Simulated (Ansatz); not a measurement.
## How fast states decay through NaLuSeO

A new crystal, NaLuSeO: structure, gap and complex bands. It is built by putting Se for part of the O in the NaLuO2 structure of space group R-3m, with the volume rescaled by atomic radii. The parent structure comes from the Materials Project.

Program: Ansatz 0.2.0. Level of theory: LDA DFT, plane waves, PAW files, in the first sound run; inputs show where later runs differ. Results are calculated unless marked as measured.

The structure was built from a prototype and need not be the compound's stable phase.

## (1) The starting structure

The structure is trigonal, space group R3m (No. 160). The conventional cell has a = 3.465 Å, b = 3.465 Å, c = 17.201 Å, α = 90.00°, β = 90.00°, γ = 120.00°. Nearest to Na lie 3 Se at 2.61 Å and 3 O at 2.61 Å. Nearest to Lu lie 3 Se at 2.33 Å and 3 O at 2.33 Å. Nearest to O lie 3 Lu at 2.33 Å and 3 Na at 2.61 Å. Nearest to Se lie 3 Lu at 2.33 Å and 3 Na at 2.61 Å. It derives from NaLuO2. Se for part of the O in the NaLuO2 structure of space group R-3m. Farther neighbours and most contacts between anions are not listed.

Coordinates:

```cif
data_structure
_symmetry_space_group_name_H-M 'R3m:H'
_symmetry_Int_Tables_number 160
_cell_length_a 3.4651
_cell_length_b 3.4651
_cell_length_c 17.2010
_cell_angle_alpha 90.000
_cell_angle_beta 90.000
_cell_angle_gamma 120.000
_cell_volume 178.86
loop_
_atom_site_label
_atom_site_type_symbol
_atom_site_symmetry_multiplicity
_atom_site_Wyckoff_symbol
_atom_site_fract_x
_atom_site_fract_y
_atom_site_fract_z
_atom_site_occupancy
Na1 Na 3 a 0.00000 0.00000 0.00000 1
Lu1 Lu 3 a 0.33333 0.66667 0.16667 1
O1 O 3 a 0.66667 0.33333 0.09705 1
Se1 Se 3 a 0.00000 0.00000 0.23628 1
```

## (2) Relaxing the new crystal

The substituted atoms don't fit the parent's cell, so cell and atoms relax together. A small smearing keeps the run stable in case the gap closes on the way.

input.yaml

```yaml
crystal:
  lattice:
    - [1.7325493201, 1.0002878163, 5.7336732582]
    - [-1.7325493201, 1.0002878163, 5.7336732582]
    - [0.0, -2.0005756327, 5.7336732582]
  atoms:
    - { symbol: Na, position: [0.0, 0.0, 0.0] }
    - { symbol: Lu, position: [0.5, 0.5, 0.5] }
    - { symbol: O, position: [0.23627967, 0.23627967, 0.23627967] }
    - { symbol: Se, position: [0.76372033, 0.76372033, 0.76372033] }
kpoints:
  mp_grid: { grid: [8, 8, 8] }
scf:
  occupations: { method: gaussian, width: 0.03 }
hamiltonian:
  xc: lda
output:
  forces: true
  stress: true
relax:
  f_tol: 0.02
  max_steps: 60
  cell: {}
```

Started as:

```console
> ansatz run input.yaml --threads 2 --pin off --max-ram 4096MiB --backend cpu --events-out ev --progress --plain --runs-dir out
```

Numbers of over 12 decimals in the logs are rounded to 6 here.

The program printed:

```text
basis.fft_grid_basis auto: the FFT boxes are laid along the combinations [[1, 0, -1], [0, 1, -1], [0, 0, 1]] of the cell's own vectors, 3.465, 3.465 and 6.073 Å long. The dense box has 24×24×45 points. Along the cell's own vectors, as sized, it would have 45×45×45, 3.52 times as many. Of the 6 symmetry operations that the crystal satisfies within crystal.symmetry.tolerance (time reversal apart; of a slab, those that  [...]
Engine: ansatz 0.2.0, x86_64-unknown-linux-gnu
Pseudopotentials: kind: paw
Pseudopotential: Na, paw, valence charge 9, recommended cutoff 420 eV (normal), Na.paw.azcp
Pseudopotential: Lu, paw, valence charge 25, recommended cutoff 420 eV (normal), Lu.paw.azcp
Pseudopotential: O, paw, valence charge 6, recommended cutoff 420 eV (normal), O.paw.azcp
Pseudopotential: Se, paw, valence charge 16, recommended cutoff 420 eV (normal), Se.paw.azcp
Functional definition: SPW92
  exchange = slater_x
  correlation = pw_c
Crystal: 4 atoms, lattice volume = 59.620 Å³
Basis set: ecut = 420 eV, 1147 PW (Γ), FFT grids on a1−a3, a2−a3, a3
Bands: 34, of which v1, the nominal top of the filled ones, is band 28 counted from 1 (27 counted from 0)
Symmetry: 6 space group operations
Space group: R3m (ITA 160), of the structure as read, at distance tolerance 3.9e-5 Å
k-points: 65 of 512 (time reversal used)
Non-local potential: Na, projectors of the file, l = 0: 3, l = 1: 2, l = 2: 1
Non-local potential: Lu, projectors of the file, l = 0: 3, l = 1: 2, l = 2: 2, l = 3: 3
Non-local potential: O, projectors of the file, l = 0: 2, l = 1: 2, l = 2: 1
Non-local potential: Se, projectors of the file, l = 0: 2, l = 1: 2, l = 2: 3, l = 3: 1
PAW form: soft (Blöchl's): semilocal exchange-correlation on the pseudo side does not see the compensation charge
PAW frozen core: Na, regenerated for the run's functional, and the local potential with it (the file was generated under x = pbe(κ = 0.804, μ = 0.219515), c = pbe(β = 0.066725))
PAW frozen core: Lu, regenerated for the run's functional, and the local potential with it (the file was generated under x = pbe(κ = 0.804, μ = 0.219515), c = pbe(β = 0.066725))
PAW frozen core: O, regenerated for the run's functional, and the local potential with it (the file was generated under x = pbe(κ = 0.804, μ = 0.219515), c = pbe(β = 0.066725))
PAW frozen core: Se, regenerated for the run's functional, and the local potential with it (the file was generated under x = pbe(κ = 0.804, μ = 0.219515), c = pbe(β = 0.066725))
PAW one-centre angular grid: Na, 110 points (default); XC on 64 Gauss nodes
PAW one-centre angular grid: Lu, 590 points (default); XC on 64 Gauss nodes
PAW one-centre angular grid: O, 110 points (default); XC on 64 Gauss nodes
PAW one-centre angular grid: Se, 590 points (default); XC on 64 Gauss nodes
Initial density: superposition of atomic densities (neutral atoms: chi_scale 0, normalization atom), corrected by the library's trained network
Initial wavefunctions: pseudopotential atomic-orbital guess
Functional: x = slater, c = lda
SCF iter   1: F=—  HF=-21901.553578 eV  |F-HF|=—  |Δ(HF+E_count)|=         —  Δρ=1.40e-2  dr2=1.11e-1  ethr=1.77e-3  ⟨swp⟩=6.7  Hψ=11067  notcnv=0  defer=8
preconditioner: auto → Resta (q_TF=auto, 2.700 Å⁻¹)  ε∞=4.8  [insulator: Δε(μ)=2.014 eV  Ē_g=16.006 eV  σ=0.030 eV  W_gap=1.00  n_scr=22 (ndim 8)  ℏωp=31.2 eV  f_vac=0.087  D(μ)=0.00/eV (n_scr^D=0)  ε∞_Penn≈4.8]
SCF iter   2: F=—  HF=-21901.527781 eV  |F-HF|=—  |Δ(HF+E_count)|=   2.58e-2  Δρ=5.95e-3  dr2=1.24e-2  ethr=1.98e-4  ⟨swp⟩=3.1  Hψ=4512  notcnv=0  defer=95
SCF iter   3: F=—  HF=-21901.525157 eV  |F-HF|=—  |Δ(HF+E_count)|=   2.62e-3  Δρ=2.16e-3  dr2=2.14e-3  ethr=2.22e-5  ⟨swp⟩=3.0  Hψ=4391  notcnv=0  defer=95
SCF iter   4: F=—  HF=-21901.524826 eV  |F-HF|=—  |Δ(HF+E_count)|=   3.31e-4  Δρ=1.10e-3  dr2=5.56e-4  ethr=3.82e-6  ⟨swp⟩=3.2  Hψ=3973  notcnv=0  defer=95
SCF iter   5: F=—  HF=-21901.524618 eV  |F-HF|=—  |Δ(HF+E_count)|=   2.08e-4  Δρ=4.50e-4  dr2=1.04e-4  ethr=9.92e-7  ⟨swp⟩=2.9  Hψ=4277  notcnv=0  defer=95
SCF iter   6: F=—  HF=-21901.524583 eV  |F-HF|=—  |Δ(HF+E_count)|=   3.52e-5  Δρ=1.46e-4  dr2=1.47e-5  ethr=1.87e-7  ⟨swp⟩=2.2  Hψ=3627  notcnv=0  defer=95
SCF iter   7: F=—  HF=-21901.524584 eV  |F-HF|=—  |Δ(HF+E_count)|=   5.98e-7  Δρ=5.73e-5  dr2=2.45e-6  ethr=2.63e-8  ⟨swp⟩=2.2  Hψ=3597  notcnv=0  defer=95
SCF iter   8: F=—  HF=-21901.524583 eV  |F-HF|=—  |Δ(HF+E_count)|=   2.00e-7  Δρ=2.07e-5  dr2=1.68e-7  ethr=4.37e-9  ⟨swp⟩=2.0  Hψ=3723  notcnv=0  defer=95
SCF iter   9: F=-21901.524583 eV  HF=-21901.524583 eV  |F-HF|=1.29e-8  |Δ(HF+E_count)|=   7.28e-8  Δρ=7.09e-6  dr2=2.18e-8  ethr=1.79e-10  ⟨swp⟩=6.3  Hψ=11456  notcnv=0
SCF 1 converged in 9 iterations: F = -21901.524583 eV  dr2 = 2.18e-8
  greatest PAW one-centre occupation: 1.000 electrons in one spin orbital (limit 2), on the Se atom at site 3 (counted from 0), in its partial waves of l = 2
relax step   1: F+E_penalty+E_count = -21901.52458325 eV  Δ(F+E_penalty+E_count) = +0.000e0 eV  max|allowed force component| = 9.041e0 eV/Å  Δτ_max = 0.0000 Å  P = +30.159 GPa  Ω = 59.620 Å³  (9 SCF iters, dr2 threshold 1.00e-7 eV, accepted)
Crystal: 4 atoms, lattice volume = 62.974 Å³
Basis set: ecut = 420 eV, 1219 PW (Γ), FFT grids on a1−a3, a2−a3, a3
Initial density: handed on by an earlier stage of this run
Initial wavefunctions: those handed on with the density
iter 1 solved again at ethr=1.99e-3 eV; its pass at ethr=3.10e-3 eV (dr2=1.11e0 eV) is discarded
SCF iter   1: F=—  HF=-21904.023502 eV  |F-HF|=—  |Δ(HF+E_count)|=         —  Δρ=4.16e-2  dr2=1.11e0  ethr=1.99e-3  ⟨swp⟩=2.0  Hψ=15738  notcnv=0
preconditioner: auto → Resta (q_TF=auto, 2.675 Å⁻¹)  ε∞=4.6  [insulator: Δε(μ)=1.738 eV  Ē_g=16.034 eV  σ=0.030 eV  W_gap=1.00  n_scr=22 (ndim 8)  ℏωp=30.3 eV  f_vac=0.055  D(μ)=0.00/eV (n_scr^D=0)  ε∞_Penn≈4.6]
SCF iter   2: F=—  HF=-21903.722296 eV  |F-HF|=—  |Δ(HF+E_count)|=   3.01e-1  Δρ=1.39e-2  dr2=1.15e-1  ethr=1.98e-3  ⟨swp⟩=3.5  Hψ=4592  notcnv=0
SCF iter   3: F=—  HF=-21903.687676 eV  |F-HF|=—  |Δ(HF+E_count)|=   3.46e-2  Δρ=6.85e-3  dr2=1.70e-2  ethr=2.05e-4  ⟨swp⟩=4.1  Hψ=5489  notcnv=0  defer=100
SCF iter   4: F=—  HF=-21903.688038 eV  |F-HF|=—  |Δ(HF+E_count)|=   3.61e-4  Δρ=4.18e-3  dr2=4.10e-3  ethr=3.04e-5  ⟨swp⟩=3.6  Hψ=5635  notcnv=0  defer=100
SCF iter   5: F=—  HF=-21903.688590 eV  |F-HF|=—  |Δ(HF+E_count)|=   5.53e-4  Δρ=9.48e-4  dr2=4.05e-4  ethr=7.33e-6  ⟨swp⟩=3.0  Hψ=5598  notcnv=0  defer=100
SCF iter   6: F=—  HF=-21903.687952 eV  |F-HF|=—  |Δ(HF+E_count)|=   6.38e-4  Δρ=2.74e-4  dr2=6.40e-5  ethr=7.24e-7  ⟨swp⟩=3.0  Hψ=5578  notcnv=0  defer=100
[...]
SCF iter   3: F=—  HF=-21904.056823 eV  |F-HF|=—  |Δ(HF+E_count)|=   9.37e-3  Δρ=4.39e-3  dr2=6.99e-3  ethr=5.79e-5  ⟨swp⟩=4.2  Hψ=6402  notcnv=0  defer=107
SCF iter   4: F=—  HF=-21904.056981 eV  |F-HF|=—  |Δ(HF+E_count)|=   1.58e-4  Δρ=2.69e-3  dr2=1.44e-3  ethr=1.25e-5  ⟨swp⟩=3.0  Hψ=5250  notcnv=0  defer=112
SCF iter   5: F=—  HF=-21904.057996 eV  |F-HF|=—  |Δ(HF+E_count)|=   1.01e-3  Δρ=9.74e-4  dr2=4.18e-4  ethr=2.56e-6  ⟨swp⟩=3.0  Hψ=6290  notcnv=0  defer=112
SCF iter   6: F=—  HF=-21904.057395 eV  |F-HF|=—  |Δ(HF+E_count)|=   6.01e-4  Δρ=2.94e-4  dr2=3.02e-5  ethr=7.46e-7  ⟨swp⟩=4.0  Hψ=6434  notcnv=0  defer=112
SCF iter   7: F=—  HF=-21904.057404 eV  |F-HF|=—  |Δ(HF+E_count)|=   8.70e-6  Δρ=1.49e-4  dr2=8.31e-6  ethr=5.39e-8  ⟨swp⟩=2.8  Hψ=4883  notcnv=0  defer=112
SCF iter   8: F=—  HF=-21904.057408 eV  |F-HF|=—  |Δ(HF+E_count)|=   3.70e-6  Δρ=3.16e-5  dr2=5.25e-7  ethr=1.48e-8  ⟨swp⟩=3.1  Hψ=5219  notcnv=0  defer=112
SCF iter   9: F=-21904.057407 eV  HF=-21904.057407 eV  |F-HF|=7.43e-9  |Δ(HF+E_count)|=   1.41e-7  Δρ=2.21e-5  dr2=1.38e-7  ethr=7.14e-10  ⟨swp⟩=6.9  Hψ=13066  notcnv=0
SCF 3 converged in 9 iterations: F = -21904.057407 eV  dr2 = 1.38e-7
relax step   3: F+E_penalty+E_count = -21904.05740745 eV  Δ(F+E_penalty+E_count) = -3.694e-1 eV  max|allowed force component| = 1.926e-1 eV/Å  Δτ_max = 0.1151 Å  P = +4.173 GPa  Ω = 65.242 Å³  energy of the carried Pulay correction = -1.093e-2 eV  (9 SCF iters, dr2 threshold 4.00e-7 eV, accepted)
[... from here on, the SCF cycles and remarks between the steps are left out ...]
relax step   4: F+E_penalty+E_count = -21904.08497623 eV  Δ(F+E_penalty+E_count) = -2.757e-2 eV  max|allowed force component| = 2.359e-1 eV/Å  Δτ_max = 0.0176 Å  P = -1.316 GPa  Ω = 69.005 Å³  energy of the carried Pulay correction = -1.772e-2 eV  (8 SCF iters, dr2 threshold 4.00e-7 eV, accepted)
relax step   5: F+E_penalty+E_count = -21904.09409493 eV  Δ(F+E_penalty+E_count) = -9.119e-3 eV  max|allowed force component| = 8.911e-2 eV/Å  Δτ_max = 0.0223 Å  P = -0.260 GPa  Ω = 68.493 Å³  energy of the carried Pulay correction = -1.682e-2 eV  (7 SCF iters, dr2 threshold 4.00e-7 eV, accepted)
relax step   6: F+E_penalty+E_count = -21904.09563260 eV  Δ(F+E_penalty+E_count) = -1.538e-3 eV  max|allowed force component| = 8.014e-3 eV/Å  Δτ_max = 0.0070 Å  P = +0.008 GPa  Ω = 68.181 Å³  energy of the carried Pulay correction = -1.627e-2 eV  (6 SCF iters, dr2 threshold 4.00e-7 eV, accepted)
relax step   7: F+E_penalty+E_count = -21904.09564854 eV  Δ(F+E_penalty+E_count) = -1.594e-5 eV  max|allowed force component| = 2.517e-3 eV/Å  Δτ_max = 0.0009 Å  P = -0.001 GPa  Ω = 68.179 Å³  energy of the carried Pulay correction = -1.627e-2 eV  (6 SCF iters, dr2 threshold 7.11e-9 eV, accepted)
relax step   8: F+E_penalty+E_count = -21904.12843994 eV  Δ(F+E_penalty+E_count) = -3.279e-2 eV  max|allowed force component| = 3.975e-3 eV/Å  Δτ_max = 0.0000 Å  P = +0.613 GPa  Ω = 68.179 Å³  stress off target by 8.38e-1 GPa  SCF on the basis re-selected at this cell (its energy is not comparable with the rows above)  (9 SCF iters)
relax step   9: F+E_penalty+E_count = -21904.12895740 eV  Δ(F+E_penalty+E_count) = -5.175e-4 eV  max|allowed force component| = 9.755e-3 eV/Å  Δτ_max = 0.0062 Å  P = +0.067 GPa  Ω = 68.766 Å³  energy of the carried Pulay correction = -1.083e-3 eV  (6 SCF iters, dr2 threshold 4.00e-7 eV, accepted)
relax step  10: F+E_penalty+E_count = -21904.12879691 eV  Δ(F+E_penalty+E_count) = +1.605e-4 eV  max|allowed force component| = 3.815e-3 eV/Å  Δτ_max = 0.0029 Å  P = -0.001 GPa  Ω = 68.895 Å³  energy of the carried Pulay correction = -1.331e-3 eV  (6 SCF iters, dr2 threshold 5.54e-8 eV, accepted)
iter 1 solved again at ethr=1.26e-7 eV; its pass at ethr=3.10e-3 eV (dr2=7.06e-5 eV) is discarded
SCF iter   1: F=—  HF=-21904.130153 eV  |F-HF|=—  |Δ(HF+E_count)|=         —  Δρ=2.26e-4  dr2=1.18e-6  ethr=1.26e-7  ⟨swp⟩=4.8  Hψ=19557  notcnv=0
preconditioner: auto → Resta (q_TF=auto, 2.636 Å⁻¹)  ε∞=4.4  [insulator: Δε(μ)=1.027 eV  Ē_g=15.646 eV  σ=0.030 eV  W_gap=1.00  n_scr=22 (ndim 8)  ℏωp=29.0 eV  f_vac=0.074  D(μ)=0.00/eV (n_scr^D=0)  ε∞_Penn≈4.4]
SCF iter   2: F=—  HF=-21904.130180 eV  |F-HF|=—  |Δ(HF+E_count)|=   2.69e-5  Δρ=1.14e-4  dr2=3.87e-7  ethr=2.11e-9  ⟨swp⟩=2.1  Hψ=3935  notcnv=0
SCF iter   3: F=—  HF=-21904.130187 eV  |F-HF|=—  |Δ(HF+E_count)|=   7.29e-6  Δρ=3.84e-5  dr2=6.32e-8  ethr=6.90e-10  ⟨swp⟩=2.0  Hψ=3337  notcnv=0
SCF iter   4: F=—  HF=-21904.130188 eV  |F-HF|=—  |Δ(HF+E_count)|=   8.53e-7  Δρ=2.35e-6  dr2=2.46e-9  ethr=1.13e-10  ⟨swp⟩=3.0  Hψ=4453  notcnv=0
SCF iter   5: F=—  HF=-21904.130188 eV  |F-HF|=—  |Δ(HF+E_count)|=   3.69e-9  Δρ=1.12e-6  dr2=7.34e-10  ethr=4.40e-12  ⟨swp⟩=3.0  Hψ=5207  notcnv=0
SCF iter   6: F=—  HF=-21904.130188 eV  |F-HF|=—  |Δ(HF+E_count)|=  1.42e-10  Δρ=3.24e-7  dr2=8.90e-11  ethr=1.31e-12  ⟨swp⟩=2.0  Hψ=4030  notcnv=0
SCF iter   7: F=-21904.130188 eV  HF=-21904.130188 eV  |F-HF|=3.64e-12  |Δ(HF+E_count)|=  6.91e-11  Δρ=1.34e-7  dr2=1.17e-11  ethr=1.00e-12  ⟨swp⟩=6.7  Hψ=11918  notcnv=0
SCF 11 converged in 7 iterations: F = -21904.130188 eV  dr2 = 1.17e-11
relax step  11: F+E_penalty+E_count = -21904.13018827 eV  Δ(F+E_penalty+E_count) = -1.391e-3 eV  max|allowed force component| = 4.112e-3 eV/Å  Δτ_max = 0.0000 Å  P = +0.005 GPa  Ω = 68.895 Å³  stress off target by 2.09e-2 GPa  SCF on the basis re-selected at this cell (its energy is not comparable with the rows above)  (7 SCF iters)
basis re-selected at this cell: Δ(F+E_penalty+E_count) = -1.391e-3 eV, ΔP = +0.006 GPa vs the last step (what re-selecting the basis moved, of the pressure what is left beyond the Pulay correction that the steps carried, after the strain that the cell walked since its last selection, with what the two solves' SCF thresholds leave and, on support functions, any second-order correction that the steps lacked; it is no m [...]
SCF converged after 7 iterations
Free energy (F): -21904.130188 eV
Harris-Foulkes:  -21904.130188 eV  (|F-HF|=3.64e-12)
Internal energy: -21904.130188 eV  (E = F + TS)
E sigma→0 (E₀):  -21904.130188 eV
Fermi energy:    11.340361 eV
--- Per-component energies (eV) ---
  E_band       = -541.867448
  E_kinetic    = 839.239272
  E_local      = -11208.951605  (includes V_loc(G=0)·N_el)
  E_nonlocal   = 163.830701
  E_hartree    = 4842.513166
  E_xc         = -434.791887
  E_vxc        = -504.673380  (∫ρ·V_xc dr)
  E_paw        = -9353.739170  (= ΣΔE_a)
  E_vpaw       = 483.659386  (= ΣTr[D̂ρ^β])
  E_aug_tail   = 0.001966  (compensation charges beyond the density's cutoff)
  E_ewald      = -6757.006438
  E_core_change = 4.773809  (= ΣΔE_core)
  E_smearing   = -0.000000  (= −TS)
  E_closure    = -0.000000  (closes the sum)
  Σ components = -21904.130188   (vs F -21904.130188, Δ=0.00e0)
--- Forces (eV/Å), atoms counted from 1 ---
  atom   1  Na    -0.00000000    -0.00000000     0.00154220
  atom   2  Lu     0.00000000    -0.00000000     0.00411213
  atom   3  O     -0.00000000     0.00000000    -0.00225781
  atom   4  Se     0.00000000     0.00000000    -0.00339446
  max |Σ_I F_I| component: 2.06e-6 eV/Å
--- Stress (GPa, compression-positive) ---
       -0.003352       0.000000      -0.000000
        0.000000      -0.003352      -0.000000
       -0.000000      -0.000000       0.020886
  P = ⅓ Tr σ = 0.0047 GPa (0.047 kbar)
--- Relaxed structure (9 steps of the walk, 9 accepted, 2 SCFs on fresh bases) ---
  F+E_penalty+E_count = -21904.13018827 eV   max|allowed force component| = 4.112e-3 eV/Å   (the final SCF, on the basis selected at the relaxed cell)
  cell:  # Å, volume = 68.8953 Å³
    - [1.790707, 1.033865, 6.202256]
    - [-1.790707, 1.033865, 6.202256]
    - [-4.970441668989345e-18, -2.067730, 6.202256]
  atoms:
    - { symbol: Na, position: [-0.00811495, -0.00811495, -0.00811495] }
    - { symbol: Lu, position: [0.517736, 0.517736, 0.517736] }
    - { symbol: O, position: [0.233677, 0.233677, 0.233677] }
    - { symbol: Se, position: [0.756701, 0.756701, 0.756701] }
```

The job ended after 1.9 min (2 threads of AMD EPYC 7R43, shared host; peak memory 0.48 GiB; 3.7 min of CPU time).

Step by step:

```tsv
step	energy less that of the first step (eV)	largest force component (eV/Å)	pressure (GPa)	volume (Å³)
1	0.0000	9.0407	30.16	59.62
2	-2.1634	3.1191	10.75	62.97
3	-2.5328	0.1926	4.17	65.24
4	-2.5604	0.2359	-1.32	69.00
5	-2.5695	0.0891	-0.26	68.49
6	-2.5711	0.0080	0.01	68.18
7	-2.5711	0.0025	0.00	68.18
8*	-2.6039	0.0040	0.61	68.18
9	-2.6044	0.0098	0.07	68.77
10	-2.6042	0.0038	0.00	68.90
11*	-2.6056	0.0041	0.00	68.90
```

Relaxation steps marked * repeat the geometry before them on a plane-wave basis chosen anew for their cell, so energy and pressure can jump there.

Forces are held to the 6 operations that the run works with; a distortion that breaks them can't arise in this run.

```tsv
conventional cell, symmetrised	before	after	change
a (Å)	3.465	3.581	+3.4 %
b (Å)	3.465	3.581	+3.4 %
c (Å)	17.201	18.607	+8.2 %
volume (Å³/atom)	14.91	17.22	+15.6 %
```

The atoms that moved most (Å, as changes of fractional coordinates times the final cell):

```tsv
atom	dx	dy	dz	length
Lu2	0.000	0.000	0.330	0.330
Na1	0.000	0.000	-0.151	0.151
Se4	0.000	0.000	-0.131	0.131
O3	0.000	0.000	-0.048	0.048
```

Final coordinates:

```xyz
4
Lattice="1.7907 1.0339 6.2023 -1.7907 1.0339 6.2023 0.0000 -2.0677 6.2023" Properties=species:S:1:pos:R:3 pbc="T T T"
Na    0.0000    0.0000   -0.1510
Lu    0.0000    0.0000    9.6334
O     0.0000    0.0000    4.3480
Se    0.0000    0.0000   14.0798
```

Numbers from this step:

| Quantity | Value |
| --- | --- |
| free energy | -21904.1302 eV |
| Fermi energy | 11.34 eV |
| pressure | 0.004727 GPa |

The largest force component on a free atom ends at 0.0041 eV/Å.

## (3) The bulk crystal and its band edges

The energy window and the wavevectors of the next steps follow from the band edges, so these are searched first, off the mesh as well.

input.yaml

```yaml
crystal:
  lattice:
    - [1.7907069424, 1.0338651352, 6.2022561376]
    - [-1.7907069424, 1.0338651352, 6.2022561376]
    - [0.0, -2.0677302704, 6.2022561376]
  atoms:
    - { symbol: Na, position: [-0.0081149525, -0.0081149525, -0.0081149525] }
    - { symbol: Lu, position: [0.5177362513, 0.5177362513, 0.5177362513] }
    - { symbol: O, position: [0.2336773521, 0.2336773521, 0.2336773521] }
    - { symbol: Se, position: [0.7567013491, 0.7567013491, 0.7567013491] }
kpoints:
  mp_grid: { grid: [8, 8, 8] }
  band_path: { path: [VBM, CBM], npoints: 30 }
scf:
  occupations: { method: fixed }
hamiltonian:
  xc: lda
output:
  eigenvalues: true
  write_potential: true
  write_density: true
  volumetric_format: npy
```

The program printed:

```text
[...]
Crystal: 4 atoms, lattice volume = 68.895 Å³
Basis set: ecut = 420 eV, 1311 PW (Γ), FFT grids on a1−a2, a2, −a2+a3
Bands: 34, of which v1, the nominal top of the filled ones, is band 28 counted from 1 (27 counted from 0)
Symmetry: 6 space group operations
[...]
k-points: 65 of 512 (time reversal used)
[...]
SCF iter   1: F=—  HF=-21904.162392 eV  |F-HF|=—  |Δ(HF+E_count)|=         —  Δρ=1.32e-2  dr2=1.18e-1  ethr=1.77e-3  ⟨swp⟩=5.1  Hψ=8353  notcnv=0  defer=215
[...]
SCF iter   8: F=-21904.130188 eV  HF=-21904.130188 eV  |F-HF|=1.93e-8  |Δ(HF+E_count)|=   4.14e-8  Δρ=8.95e-6  dr2=7.47e-8  ethr=1.79e-10  ⟨swp⟩=12.4  Hψ=13038  notcnv=0
SCF 1 converged in 8 iterations: F = -21904.130188 eV  dr2 = 7.47e-8
[...]
NSCF: frozen V_eff on 32 k-points
[...]
SCF converged after 8 iterations
Free energy (F): -21904.130188 eV
[...]
Internal energy: -21904.130188 eV  (E = F + TS)
E sigma→0 (E₀):  -21904.130188 eV
Fermi energy:    10.826466 eV
[...]
--- Band table (eV; the first three rows and the last of 65) ---
  k-point 0: bands = [... 24 lower, 6.7405, 8.7347, 10.8265, 10.8265, 11.8536, 14.1993, 14.1993, 14.3023, ... 2 higher]
  k-point 1: bands = [... 24 lower, 6.8056, 8.7768, 9.7752, 10.5460, 12.3525, 13.9010, 14.5710, 14.8203, ... 2 higher]
  k-point 2: bands = [... 24 lower, 6.9165, 8.0210, 8.8825, 10.0666, 13.0241, 13.5792, 15.2550, 15.2814, ... 2 higher]
  k-point 64: bands = [... 24 lower, 6.7507, 7.4058, 10.7813, 10.7813, 13.5071, 14.2413, 14.2413, 14.3005, ... 2 higher]
```

Elapsed: 25 s, on 2 threads; peak memory 0.49 GiB; 47 s of CPU time.

Numbers from this step:

| Property | Result |
| --- | --- |
| Fermi energy | 10.83 eV |
| gap on the k-mesh | 1.027 eV |
| gap on path | 1.027 eV, by band count; negative where bands overlap |
| direct gap on path | 1.027 eV |
| edge places on path | 0, 0 1/A along the path |

Levels at VBM (eV): -5.48, -4.90, -4.90, -4.60, -4.50, -4.47, -4.47, -4.41, -4.09, -4.09, -2.09, 0.00, 0.00, 1.03, 3.37, 3.37, 3.48, 6.40, 6.56.

The searched edges give 1.03 eV, as on the mesh.

(Continued in part 2 of 2.)

[Logs are printed without paths, hosts, clocks, repeated set-up lines and the standing remarks that a program may print on its own settings, such as how far it seeks lower states.]

[Hosts, paths, dates, database ids (printed as entryN), source tags and the programs' standing remarks are cut or masked in the printed files.]
